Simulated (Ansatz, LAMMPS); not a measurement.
# Localised basis functions on amorphous poly(propylene oxide) (as short chains C35O12H72) at 340 K (238 atoms), part 2 of 2

Aim: test how closely localised support functions follow the reference on amorphous poly(propylene oxide) (as short chains C35O12H72) at 340 K (238 atoms), and at what cost. A setting counts as converged where the r.m.s. difference of forces stays under 1 % of the r.m.s. force.

Ansatz 0.2.0; Kohn-Sham DFT, PBE+D4, PAW (set soft_2), plane waves.

The cell: 70 C, 24 O and 144 H. The network of contacts between molecules at the start is that of the classical potential that made the cell. The density was typed from a rule of thumb and may lie off the real one at this temperature. Only the Γ point is sampled, in a cell whose shortest periodic width is 13 Å.

So far. Step 13 (Support functions medium, radius 5.05 Å): Forces differ from the reference by 0.35 meV/Å r.m.s., 0.042 % of their size, well within a tolerance of 1 %; the energy by -0.45 meV/atom. It took 14 times the reference's time (shared host, so rough).

### 17. The first run in detail

The first run, on the default basis, asked for the full analyses, so its electronic structure is set out here.

Length of the force by element:

```tsv
element	coordination	atoms	mean length of the force (eV/Å)	spread	least	most
C	all	70	1.76	0.704	0.549	3.48
H	all	144	1.01	0.561	0.0754	2.90
O	all	24	1.43	0.501	0.564	2.39
```

Löwdin charges by element (they lack the spilled electrons, 0.030 e an atom on average):

```tsv
element	coordination	atoms	mean charge (e)	spread	least	most
C	all	70	-0.146	0.236	-0.526	0.135
H	all	144	0.181	0.0186	0.139	0.226
O	all	24	-0.358	0.012	-0.382	-0.340
```

Density of states as counts of states in windows of 1 eV (from the Fermi level), total and the larger projections:

```tsv
from (eV)	to (eV)	total	C p	H s	O p	C s
-14	-13	19.9	2.8	3.7	1.4	10.4
-13	-12	9.0	1.2	2.1	0.7	4.5
-12	-11	38.1	7.0	10.1	2.7	16.1
-11	-10	9.8	1.8	2.7	0.5	4.0
-10	-9	18.9	5.6	4.4	3.0	4.9
-9	-8	24.9	8.1	6.4	3.1	5.7
-8	-7	22.6	12.7	3.8	4.9	0.6
-7	-6	49.6	28.5	8.3	10.4	1.1
-6	-5	48.4	27.8	9.6	9.1	0.8
-5	-4	58.0	33.8	15.0	7.2	0.7
-4	-3	75.1	41.3	22.4	9.4	0.5
-3	-2	57.6	25.0	14.1	16.0	0.4
-2	-1	22.4	7.7	4.3	9.2	0.2
-1	0	40.6	5.9	5.3	28.3	0.5
0	1	5.9	0.9	0.7	4.1	0.1
1	4	0.0	0.0	0.0	0.0	0.0
4	5	7.2	0.8	2.8	0.1	1.1
```

With fixed occupations the program's Fermi level is the highest filled level; weight inside the gap is the broadening of levels at its edges.

Between -22 and -14 eV lie 67 more states.

The levels nearest the highest filled one (over half full), pooled over k-points and spins:

```tsv
level less the highest filled one (eV)	occupation
-0.147	2
-0.121	2
-0.0535	2
-0.0383	2
-0.005	2
0	2
4.43	0
4.80	0
4.85	0
4.99	0
5.02	0
5.04	0
```

Electrostatic potential energy in the ac plane at fractional y = 0.252, with atoms of C and O and H within 0.2 Å of it. With pseudopotentials it is smooth inside the atoms' cores, unlike the true potential.

Ten even steps from '0' (-38 eV) to '9' (5 eV), each cell a mean:
```
99999999999999999999997268899768999999
99867999999999987899998788865447999999
99978899899999986899999998700068999999
99998899899999999999999998632489999999
47888899999999999999999983116899999874
02744668999999999999999972016899999830
26764214777899999999999987678999999952
89998545200488887789999999888999999944
99999998401587841169999999878999999988
99999999547898830169999999428999999999
99999999779999942789999999658999999999
99999999999999965899999999999999999999
99999999999999999999997799999999999899
99999999999999999999882399999999996279
99999999999999999856422799999999998789
99824647899999999835100699997558999999
99856304899999999998755689981005999999
99998754578789999999985476333248998746
99999861152117999999988782003899986535
99999877772017999999999997447999987889
99999889986458999999999999999999977999
99999999985027887469999999999999999999
99999999995258887369999999999999999999
99999999997689989999999899999999999999
```
Columns run along a (13.3 Å; values clipped at the 3rd and 97th percentile), rows up along c (13.3 Å). Atoms in or near the plane, at fractional coordinates: C at (0.69, 0.78), C at (0.99, 0.75), C at (0.25, 0.66), C at (0.43, 0.61), O at (0.77, 0.30), C at (0.70, 0.22), C at (0.56, 0.35), H at (0.70, 0.58), H at (0.61, 0.97), H at (0.41, 0.53), H at (0.92, 0.42), H at (0.95, 0.23), H at (0.59, 0.43), H at (0.48, 0.36) and more.

Valence density in the ac plane at fractional y = 0.252, with atoms of C and O and H within 0.2 Å of it. It is the smooth field of the valence electrons, not physical close to the nuclei.

Ten steps, logarithmic in the rise over the least value, from '0' (0.0 e/Å³) to '9' (6.3 e/Å³), each cell a mean:
```
00111100001111122210024654334565310000
01244211100001234310013444456775310000
01244333321000134310001123567654210000
22233333321000011100000134666542101223
55444332210000000000001346776421012456
76655665321111000000001356765320012467
65556887544432112210001345554310002467
43234676667654445542101133332210001356
21012344676654567753200013444210000133
00000013565433467653200013664310000000
00000002343112367532100012453100000000
00000000110001245320001001111000000000
00000000000000011111124321000000012321
00000011100000000122356631000000135642
01133333310000001356667531012221124431
01366555421000001366677532236764322211
11356666431110000134566543358996422221
21123566645553100002345556667875334565
21012456668986300011334456776432235665
10012455457985310011222234665311245443
00001333235664222221000012333101244321
00000111235665445642100000000000112100
00000000236764345652100110000000000000
00000000124542233321012332111222100000
```
Columns run along a (13.3 Å), rows up along c (13.3 Å). Atoms in or near the plane, at fractional coordinates: C at (0.69, 0.78), C at (0.99, 0.75), C at (0.25, 0.66), C at (0.43, 0.61), O at (0.77, 0.30), C at (0.70, 0.22), C at (0.56, 0.35), H at (0.70, 0.58), H at (0.61, 0.97), H at (0.41, 0.53), H at (0.92, 0.42), H at (0.95, 0.23), H at (0.59, 0.43), H at (0.48, 0.36) and more.

Mean Löwdin charges: C -0.15, H +0.18, O -0.36 e (they miss 1.3 % of the electrons, so they add up to more than the cell's charge). The largest share in the top eV of filled states is O p (71 % of the projected weight), and in the lowest eV of empty states H s (52 % of the projected weight).

### 18. Local order

These statistics describe the geometry on which the runs were made.

Density 0.968 g/cm³, 9.874 Å³ an atom.

Pair distribution functions g(r), in bins of 0.2 Å:

```tsv
r (Å)	total	H-H	H-C	H-O	C-C	C-O	O-O
1.00	2.38	0.00	6.65	0.00	0.00	0.00	0.00
1.20	1.60	0.00	4.51	0.00	0.00	0.00	0.00
1.40	0.87	0.00	0.00	0.00	1.76	12.08	0.00
1.60	0.73	0.58	0.00	0.00	5.50	0.72	0.00
1.80	0.83	2.27	0.00	0.00	0.00	0.00	0.00
2.00	0.78	0.27	0.83	3.15	0.00	0.00	0.00
2.20	1.35	0.81	2.27	1.75	0.07	0.43	0.00
2.40	1.18	1.23	0.33	0.97	2.35	4.95	0.00
2.60	1.23	1.30	1.03	2.27	0.59	1.10	0.00
2.80	0.88	0.74	0.96	1.78	0.14	0.49	0.42
3.00	0.81	1.11	0.65	0.63	0.60	0.43	1.85
3.20	0.63	0.70	0.63	0.73	0.41	0.27	0.61
3.40	0.87	0.84	1.09	1.08	0.13	0.39	0.29
3.60	0.82	0.97	0.83	0.46	0.82	0.30	1.97
3.80	0.93	1.12	0.87	0.61	0.95	0.61	1.17
4.00	1.00	1.02	1.17	1.03	0.76	0.31	0.42
4.20	0.91	1.00	0.90	0.97	0.82	0.60	0.18
4.40	1.03	0.98	1.13	0.79	1.28	0.90	0.51
4.60	1.08	1.10	1.12	1.09	0.92	0.92	0.46
4.80	1.08	1.02	1.17	1.06	1.25	0.92	0.42
5.00	1.06	1.00	1.06	1.15	1.03	1.11	1.57
5.20	1.02	1.00	0.97	1.01	1.20	1.05	1.80
5.40	1.03	0.99	0.99	0.86	1.34	1.42	0.98
5.60	1.04	1.07	1.00	1.01	1.09	1.21	0.93
5.80	1.03	1.00	0.97	1.20	1.04	1.23	1.34
6.00	1.04	1.00	0.99	1.11	1.13	1.29	0.55
6.20	0.99	0.91	1.03	0.99	0.95	1.21	1.60
6.40	1.00	1.00	0.99	0.95	0.99	1.08	1.44
```

Bonds by pair of elements; cutoffs follow the first minimum of g(r), held within bounds set by covalent radii, and pairs that aren't listed don't count as bonded:

```tsv
pair A-B	cutoff (Å)	bonds	mean length (Å)	spread (Å)	shortest (Å)	B about A	A about B
H-C	1.34	144	1.09	0.03	1.03	1	2.06
C-C	1.85	44	1.52	0.026	1.45	1.26	1.26
C-O	1.73	48	1.45	0.031	1.39	0.686	2
```

How many atoms have how many bonded neighbours:

```tsv
element	mean	1	2	4
C	4	0	0	70
H	1	144	0	0
O	2	0	24	0
```

With the cutoffs above, all C atoms have 4, all H atoms have 1 and all O atoms have 2 bonded neighbours.

Local excerpt of 15 atoms (numbers count through the whole input) about C146, which bears the longest force; x, y, z are measured from there.

```tsv
atom	x	y	z	distance (Å)	bonds	Löwdin charge (e)	Fx	Fy	Fz (eV/Å)
C146	0.00	0.00	0.00	0.00	4	-0.08	-2.61	-0.71	-2.19
H206	0.61	0.19	0.82	1.04	1	0.19	1.83	0.08	1.61
H207	-0.90	-0.53	0.36	1.11	1	0.15	0.03	0.30	0.31
O145	-0.38	1.25	-0.61	1.44	2	-0.36	-0.13	-0.55	-0.06
C147	0.55	-0.98	-1.06	1.55	4	0.13	0.45	2.89	0.41
H208	-0.10	-0.98	-1.94	2.17	1	0.17	-0.32	0.17	-0.26
O149	1.86	-0.48	-1.42	2.39	2	-0.38	0.49	0.10	-2.34
C143	-0.67	2.32	0.30	2.43	4	0.12	0.75	-0.06	-0.71
C148	0.67	-2.31	-0.51	2.46	4	-0.46	2.14	-1.77	-0.80
H211	1.29	-2.31	0.38	2.67	1	0.19	-0.08	-0.13	0.43
H202	0.28	2.64	0.75	2.76	1	0.16	0.33	-0.25	0.50
H97	-2.65	-0.32	-0.92	2.82	1	0.19	0.13	0.61	0.46
H210	-0.26	-2.79	-0.39	2.83	1	0.20	-1.52	-0.53	0.64
H201	-1.19	1.34	2.19	2.84	1	0.17	-0.15	-0.59	-0.61
C142	-1.65	1.95	1.39	2.91	4	-0.05	-1.74	-0.11	-0.13
```

The column of bonds counts only the pairs H-C within 1.34 Å, C-C within 1.85 Å, C-O within 1.73 Å; other neighbours, such as metal atoms beside each other in a compound, aren't counted, and periodic images can show an atom twice.

### 19. Outcome

- free energy per atom: -140.6566 eV/atom
- pressure: 1.216 GPa
- r.m.s. force component: 0.8364 eV/Å
- gap (highest filled to lowest empty level): 4.426 eV
- wall time of the 11 DFT runs: 18 min

Against plane waves at 750 eV, the forces differ by 0.45 meV/Å (0.054 %) with support functions medium, and by 0.35 meV/Å in the closest run (support functions medium, radius 5.05 Å). At 238 atoms the fastest of the runs at a preset level, support functions low, takes 2.6 times the time of plane waves, in 11 SCF cycles against 10. Differences between support functions and plane waves include what basis error the plane-wave run still has. As the radius goes from 3.27 to 5.05 Å, the force difference goes from 0.47 to 0.35 meV/Å, and the time from 81 s to 3.6 min.

The highest filled and lowest empty levels differ by 4.43 eV (at Γ alone); a semilocal functional tends to put such gaps too low. In a disordered cell it changes from sample to sample, and tail or defect levels can set it. With the cutoffs above, all C atoms have 4, all H atoms have 1 and all O atoms have 2 bonded neighbours.

Caveats: The force components of 0.84 eV/Å r.m.s. come partly from thermal motion and partly from the difference between the classical potential and DFT, above all in bond lengths inside molecules. The pressure of a single frame lacks the kinetic term.

[Logs are printed without paths, hosts, clocks, repeated set-up lines and the standing remarks that a program may print on its own settings, such as how far it seeks lower states.]

[Hosts, paths, dates, database ids (printed as entryN), source tags and the programs' standing remarks are cut or masked in the printed files.]
